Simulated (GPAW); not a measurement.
# Dielectric function and optical constants of TiO2 (Anatase), part 2 of 2

Wanted: where TiO2 (Anatase) starts to absorb, how strongly, and its refractive index.

GPAW 26.7.0; DFT, LDA, plane-wave PAW (GPAW data sets), scalar-relativistic, RPA, optical limit.

So far. Step 2 (Ground state): There is a gap, 2.06 eV on this mesh (points off the mesh can give less), so no carriers' term is needed.

### Step 4. Dielectric function, RPA

Local fields let the induced charge screen the field inside the cell, which as a rule lowers ε, most along directions where the density is uneven.

This step: DFT, LDA, plane-wave PAW (GPAW data sets), scalar-relativistic, RPA, optical limit (GPAW 26.7.0).

The input, df.py:

```python
from gpaw.response.df import DielectricFunction

df = DielectricFunction('full.gpw', frequencies={'type': 'nonlinear', 'domega0': 0.03, 'omega2': 8},
                        ecut=50,
                        eta=0.15,
                        nbands=56,
                        txt='df.txt')
for direction in ['x', 'z']:
    df.get_dielectric_function(xc='RPA', direction=direction, filename=f'df_{direction}.csv')
```

Run with:

```bash
OMP_NUM_THREADS=1 python df.py
```

Numbers of over 12 decimals in the logs are rounded to 6 here.

The log of the run:

```text
Using integrator: PointIntegrator
NonLinearFrequencyDescriptor(from 0.000 to 86.247 eV, 527 points)
Nonperiodic BCs:  [False False False]
Using integrator: PointIntegrator
NonLinearFrequencyDescriptor(from 0.000 to 86.247 eV, 527 points)
Nonperiodic BCs:  [False False False]

Calculating chi0 body with:
    Ground state adapter containing:
    Number of spins: 1
    Number of kpoints: 1331
    Number of irreducible kpoints: 126
    Number of completely occupied states: 24
    Number of partially occupied states: 24

    Linear response parametrization:
    q_c: [0.0, 0.0, 0.0]
    Number of frequency points: 527
    Planewave cutoff: 50.0
    Number of bands: 56
    Number of planewaves: 53
    Broadening (eta): 0.15

Integrating chi0 body.

Symmetries of q_c:
    Direct symmetries (Uq -> q): 8
    Indirect symmetries (TUq -> q): 8
In total 16 allowed symmetries.

126 groups of equivalent kpoints. 90.533434% reduction.

Integral kind: spectral function

Calculating chi0 optical extensions with:
    Ground state adapter containing:
    Number of spins: 1
    Number of kpoints: 1331
    Number of irreducible kpoints: 126
    Number of completely occupied states: 24
    Number of partially occupied states: 24

    Linear response parametrization:
    Number of frequency points: 527
    Planewave cutoff: 50.0
    Number of bands: 56
    Number of planewaves: 53
    Broadening (eta): 0.15
Integrating chi0 head and wings.

Symmetries of q_c:
    Direct symmetries (Uq -> q): 8
    Indirect symmetries (TUq -> q): 8
In total 16 allowed symmetries.

126 groups of equivalent kpoints. 90.533434% reduction.

Integral kind: spectral function wings
```

It took 1.7 min on 1 thread of Arm Neoverse V2, shared host; peak memory 0.33 GiB.

This step gave:

```
electronic dielectric constant ε∞, mean over x, y and z (by symmetry where fewer were run) : 6.123
main peak of Im epsilon, first axis                                                        : 4.153 eV
```

Some rows of df_x.csv (energy; Re and Im without local fields; Re and Im with them):

```text
0.000000, 6.420416, -0.000000, 6.280818, 0.000000
0.429336, 6.466096, 0.032596, 6.324769, 0.031349
0.878195, 6.620478, 0.073253, 6.473139, 0.070325
1.347938, 6.936595, 0.136387, 6.776133, 0.130455
1.840057, 7.560683, 0.276420, 7.371294, 0.262614
2.356191, 8.867090, 1.157694, 8.607118, 1.088427
2.898142, 8.764062, 2.765283, 8.523035, 2.570200
3.467895, 9.623841, 5.637174, 9.509329, 5.133230
4.067647, 5.595396, 8.022578, 6.037690, 7.823341
4.699832, 4.178705, 7.236691, 4.417753, 7.271693
5.367152, 0.663238, 5.942559, 0.766086, 6.371849
6.072622, 1.995314, 3.891000, 1.759868, 4.066045
6.819608, 2.522023, 5.596824, 2.299337, 5.583104
7.611886, -0.634282, 4.935133, -0.858606, 4.854405
8.453705, -0.454317, 3.103195, -0.717601, 3.212734
9.349861, -0.155772, 2.507412, -0.366848, 2.415359
10.305790, -0.099199, 1.572361, -0.284694, 1.468566
11.327680, 0.387685, 1.261645, 0.223312, 1.120153
12.422601, 0.498536, 1.118291, 0.389236, 0.950751
13.598673, 0.786485, 1.072418, 0.756646, 0.891809
```

Values under the direct gap are tails of Lorentzian lines. Im ε against photon energy; read off at these points:

| photon energy (eV) | E ∥ x | E ∥ z |
| --- | --- | --- |
| 0.000 | 0 | 0 |
| 0.250 | 0.0179 | 0.0139 |
| 0.500 | 0.0369 | 0.0284 |
| 0.750 | 0.0581 | 0.0444 |
| 1.000 | 0.0832 | 0.0628 |
| 1.250 | 0.115 | 0.0849 |
| 1.500 | 0.159 | 0.113 |
| 1.750 | 0.227 | 0.151 |
| 2.000 | 0.356 | 0.206 |
| 2.250 | 0.733 | 0.294 |
| 2.500 | 1.56 | 0.457 |
| 2.750 | 2.67 | 0.822 |
| 3.000 | 2.69 | 2.03 |
| 3.250 | 3.95 | 5.85 |
| 3.500 | 5.44 | 6.74 |
| 3.750 | 7.38 | 5.79 |
| 4.000 | 7.70 | 6.17 |
| 4.156 | 7.95 | 7.30 |
| 4.200 | 7.91 | 7.42 |
| 4.250 | 7.78 | 7.34 |
| 4.500 | 6.75 | 5.27 |
| 4.750 | 7.57 | 4.14 |
| 4.887 | 7.90 | 3.66 |
| 5.000 | 7.65 | 3.18 |
| 5.250 | 6.89 | 2.97 |
| 5.500 | 5.51 | 3.05 |
| 5.750 | 4.32 | 3.92 |
| 6.000 | 4.09 | 3.73 |
| 6.250 | 4.08 | 2.77 |
| 6.500 | 4.60 | 3.01 |
| 6.750 | 5.22 | 3.72 |
| 7.000 | 5.77 | 4.33 |
| 7.250 | 5.88 | 5.55 |
| 7.381 | 5.98 | 6.15 |
| 7.500 | 5.49 | 6.69 |
| 7.750 | 4.40 | 7.33 |
| 8.000 | 3.79 | 7.74 |
| 8.208 | 3.38 | 8.09 |
| 8.250 | 3.35 | 8.00 |
| 8.500 | 3.18 | 6.33 |
| 8.750 | 2.53 | 5.34 |
| 9.000 | 2.37 | 5.79 |
| 9.250 | 2.41 | 5.65 |
| 9.500 | 2.40 | 4.00 |
| 9.750 | 1.91 | 2.66 |
| 10.000 | 1.65 | 1.96 |
| 10.250 | 1.51 | 1.60 |
| 10.500 | 1.34 | 1.22 |
| 10.750 | 1.32 | 0.927 |
| 11.000 | 1.26 | 0.841 |
| 11.250 | 1.13 | 0.740 |
| 11.500 | 1.17 | 0.679 |
| 11.750 | 1.19 | 0.740 |
| 12.000 | 1.09 | 0.624 |
| 12.250 | 0.984 | 0.571 |
| 12.500 | 0.922 | 0.658 |
| 12.750 | 0.858 | 0.625 |
| 13.000 | 0.865 | 0.779 |
| 13.250 | 0.882 | 0.885 |
| 13.500 | 0.880 | 0.904 |
| 13.750 | 0.894 | 0.836 |

Table of Re ε by photon energy:

| photon energy (eV) | E ∥ x | E ∥ z |
| --- | --- | --- |
| 0.0 | 6.28 | 5.81 |
| 0.5 | 6.34 | 5.85 |
| 1.0 | 6.53 | 6.00 |
| 1.5 | 6.92 | 6.29 |
| 2.0 | 7.68 | 6.79 |
| 2.5 | 8.84 | 7.77 |
| 3.0 | 8.92 | 10.2 |
| 3.5 | 9.51 | 6.86 |
| 4.0 | 6.37 | 5.82 |
| 4.5 | 4.18 | 1.99 |
| 5.0 | 2.39 | 2.48 |
| 5.5 | 0.452 | 3.84 |
| 6.0 | 1.66 | 2.93 |
| 6.5 | 2.22 | 4.33 |
| 7.0 | 1.26 | 4.92 |
| 7.5 | -0.690 | 4.23 |
| 8.0 | -0.905 | 2.02 |
| 8.5 | -0.769 | -1.23 |
| 9.0 | -0.398 | -0.788 |
| 9.5 | -0.522 | -3.11 |
| 10.0 | -0.420 | -2.28 |
| 10.5 | -0.176 | -1.56 |
| 11.0 | 0.0350 | -0.797 |
| 11.5 | 0.305 | -0.263 |
| 12.0 | 0.255 | 0.0136 |
| 12.5 | 0.403 | 0.407 |
| 13.0 | 0.630 | 0.740 |
| 13.5 | 0.734 | 0.685 |

Values under the direct gap are tails of Lorentzian lines. The Im ε, E ∥ x by photon energy; read off at these points:

| photon energy (eV) | without local fields | with local fields |
| --- | --- | --- |
| 0.000 | 0 | 0 |
| 0.250 | 0.0186 | 0.0179 |
| 0.500 | 0.0384 | 0.0369 |
| 0.750 | 0.0604 | 0.0581 |
| 1.000 | 0.0868 | 0.0832 |
| 1.250 | 0.120 | 0.115 |
| 1.500 | 0.167 | 0.159 |
| 1.750 | 0.239 | 0.227 |
| 2.000 | 0.376 | 0.356 |
| 2.250 | 0.778 | 0.733 |
| 2.500 | 1.67 | 1.56 |
| 2.750 | 2.86 | 2.67 |
| 3.000 | 2.92 | 2.69 |
| 3.250 | 4.32 | 3.95 |
| 3.500 | 5.97 | 5.44 |
| 3.750 | 7.87 | 7.38 |
| 4.000 | 7.96 | 7.70 |
| 4.112 | 8.06 | 7.92 |
| 4.156 | 8.03 | 7.95 |
| 4.250 | 7.74 | 7.78 |
| 4.500 | 6.65 | 6.75 |
| 4.750 | 7.53 | 7.57 |
| 4.840 | 7.79 | 7.90 |
| 5.000 | 7.43 | 7.65 |
| 5.250 | 6.52 | 6.89 |
| 5.500 | 5.06 | 5.51 |
| 5.750 | 3.99 | 4.32 |
| 6.000 | 3.89 | 4.09 |
| 6.250 | 3.93 | 4.08 |
| 6.500 | 4.48 | 4.60 |
| 6.750 | 5.22 | 5.22 |
| 7.000 | 5.74 | 5.77 |
| 7.250 | 5.86 | 5.88 |
| 7.381 | 5.97 | 5.98 |
| 7.500 | 5.50 | 5.49 |
| 7.750 | 4.52 | 4.40 |
| 8.000 | 3.75 | 3.79 |
| 8.250 | 3.20 | 3.35 |
| 8.500 | 3.10 | 3.18 |
| 8.750 | 2.54 | 2.53 |
| 9.000 | 2.44 | 2.37 |
| 9.250 | 2.50 | 2.41 |
| 9.500 | 2.49 | 2.40 |
| 9.750 | 1.99 | 1.91 |
| 10.000 | 1.74 | 1.65 |
| 10.250 | 1.61 | 1.51 |
| 10.500 | 1.44 | 1.34 |
| 10.750 | 1.46 | 1.32 |
| 11.000 | 1.39 | 1.26 |
| 11.250 | 1.27 | 1.13 |
| 11.500 | 1.33 | 1.17 |
| 11.750 | 1.35 | 1.19 |
| 12.000 | 1.24 | 1.09 |
| 12.250 | 1.14 | 0.984 |
| 12.500 | 1.09 | 0.922 |
| 12.750 | 1.03 | 0.858 |
| 13.000 | 1.05 | 0.865 |
| 13.250 | 1.07 | 0.882 |
| 13.500 | 1.06 | 0.880 |
| 13.750 | 1.05 | 0.894 |

Reflectivity at normal incidence against photon energy; read off at these points:

| photon energy (eV) | E ∥ x (%) | E ∥ z (%) |
| --- | --- | --- |
| 0.00 | 18.5 | 17.1 |
| 0.50 | 18.6 | 17.2 |
| 1.00 | 19.2 | 17.7 |
| 1.50 | 20.2 | 18.5 |
| 2.00 | 22.1 | 19.9 |
| 2.50 | 25.1 | 22.3 |
| 3.00 | 26.2 | 28.0 |
| 3.30 | 28.2 | 31.7 |
| 3.50 | 30.3 | 29.8 |
| 4.00 | 31.6 | 27.9 |
| 4.16 | 31.9 | 30.4 |
| 4.50 | 29.0 | 25.9 |
| 5.00 | 32.8 | 16.5 |
| 5.50 | 30.7 | 17.1 |
| 6.00 | 21.7 | 18.9 |
| 6.50 | 23.0 | 17.7 |
| 7.00 | 29.2 | 22.4 |
| 7.50 | 35.5 | 28.8 |
| 8.00 | 33.4 | 33.6 |
| 8.50 | 31.3 | 39.5 |
| 9.00 | 25.9 | 36.5 |
| 9.50 | 27.5 | 50.9 |
| 9.68 | 29.7 | 53.7 |
| 10.00 | 25.6 | 53.8 |
| 10.50 | 21.1 | 53.1 |
| 11.00 | 16.8 | 43.5 |
| 11.50 | 11.9 | 28.4 |
| 12.00 | 12.2 | 18.0 |
| 12.50 | 8.88 | 7.16 |
| 13.00 | 5.78 | 4.26 |
| 13.50 | 5.06 | 5.61 |

Values under the direct gap are tails of Lorentzian lines. Loss function −Im 1/ε at q → 0 against energy loss; read off at these points:

| energy loss (eV) | E ∥ x | E ∥ z |
| --- | --- | --- |
| 0.00 | 0 | 0 |
| 0.50 | 9.2e-4 | 8.3e-4 |
| 1.00 | 0.00195 | 0.00174 |
| 1.50 | 0.00332 | 0.00286 |
| 2.00 | 0.00603 | 0.00446 |
| 2.50 | 0.0194 | 0.00754 |
| 3.00 | 0.0310 | 0.0188 |
| 3.50 | 0.0453 | 0.0729 |
| 4.00 | 0.0771 | 0.0857 |
| 4.50 | 0.107 | 0.166 |
| 5.00 | 0.119 | 0.195 |
| 5.50 | 0.180 | 0.127 |
| 6.00 | 0.210 | 0.166 |
| 6.50 | 0.176 | 0.108 |
| 7.00 | 0.166 | 0.101 |
| 7.50 | 0.179 | 0.107 |
| 8.00 | 0.250 | 0.121 |
| 8.50 | 0.297 | 0.152 |
| 9.00 | 0.411 | 0.170 |
| 9.50 | 0.397 | 0.156 |
| 10.00 | 0.570 | 0.217 |
| 10.50 | 0.735 | 0.310 |
| 11.00 | 0.796 | 0.628 |
| 11.25 | 0.866 | 0.911 |
| 11.50 | 0.803 | 1.28 |
| 12.00 | 0.873 | 1.60 |
| 12.10 | 0.902 | 1.66 |
| 12.50 | 0.911 | 1.10 |
| 12.59 | 0.910 | 1.06 |
| 13.00 | 0.756 | 0.675 |
| 13.50 | 0.670 | 0.703 |

At chosen wavelengths:

| wavelength (nm) | n x | k x | R (%) x | 1/α x | n z | k z | R (%) z | 1/α z |
| --- | --- | --- | --- | --- | --- | --- | --- | --- |
| 1550 | 2.54 | 0.012 | 18.9 | 10.0 µm | 2.43 | 0.010 | 17.5 | 13 µm |
| 1064 | 2.58 | 0.020 | 19.4 | 4.2 µm | 2.47 | 0.016 | 17.9 | 5.4 µm |
| 633 | 2.76 | 0.059 | 21.9 | 849 nm | 2.60 | 0.038 | 19.7 | 1.3 µm |
| 532 | 2.93 | 0.170 | 24.3 | 249 nm | 2.71 | 0.062 | 21.3 | 687 nm |
| 450 | 2.96 | 0.450 | 25.5 | 79 nm | 2.95 | 0.141 | 24.5 | 254 nm |
| 405 | 3.07 | 0.485 | 26.9 | 66 nm | 3.28 | 0.414 | 29.1 | 78 nm |
| 193 | 1.92 | 1.184 | 22.7 | 13 nm | 2.13 | 0.660 | 16.7 | 23 nm |

Below the direct gap, k and the depth come from the tails of the Lorentzian lines, not from transitions.

Rows near the edge hang on the gap, which this functional as a rule makes too small, and phonon-assisted absorption is left out.

At 1064 nm the birefringence n(z) − n(x) is -0.111: the crystal is uniaxial negative at this level.

### Step 5. Results

| Item | Value |
| --- | --- |
| electronic dielectric constant ε∞, mean over x, y and z (by symmetry where fewer were run) (RPA) | 6.12 |
| main peak of Im epsilon, first axis | 4.15 eV |

What this shows: At this level (LDA, RPA) TiO2 has a mean ε∞ = 6.12 and n = 2.54 at 1550 nm (E ∥ x), and Im ε peaks at 4.2 eV (E ∥ x). On the mesh the gap is 2.02 eV and the least direct gap 2.36 eV, so on this mesh the band edges lie at different points. Local fields change the static value along x from 6.42 to 6.28 (-2 %). Distinct maxima of Im ε, read by a parabola through the highest points, lie at 4.15 eV (8.0), 4.86 eV (7.9), 6.93 eV (5.9) and 7.36 eV (6.0) for E ∥ x. The static values by axis are 6.28 (x), 5.81 (z). At 1064 nm the birefringence n(z) − n(x) is -0.111: the crystal is uniaxial negative at this level. Excitons and phonon-assisted transitions are missing; LDA gaps are as a rule too small, which pulls the onset down and ε∞ up. The sum runs over mesh points, so small or evenly spaced maxima can still be ripples of the mesh. In this version of GPAW the matrix elements of the optical limit are incomplete, which can lower ε − 1 by up to a tenth where first-row anions or d states rule, and shift it by more in d metals.

[Machine, clock and banner lines and Python warnings are left out of the logs.]

[Logs are printed without paths, hosts, clocks, repeated set-up lines and the standing remarks that a program may print on its own settings, such as how far it seeks lower states.]

[Hosts, paths, dates, database ids (printed as entryN), source tags and the programs' standing remarks are cut or masked in the printed files.]
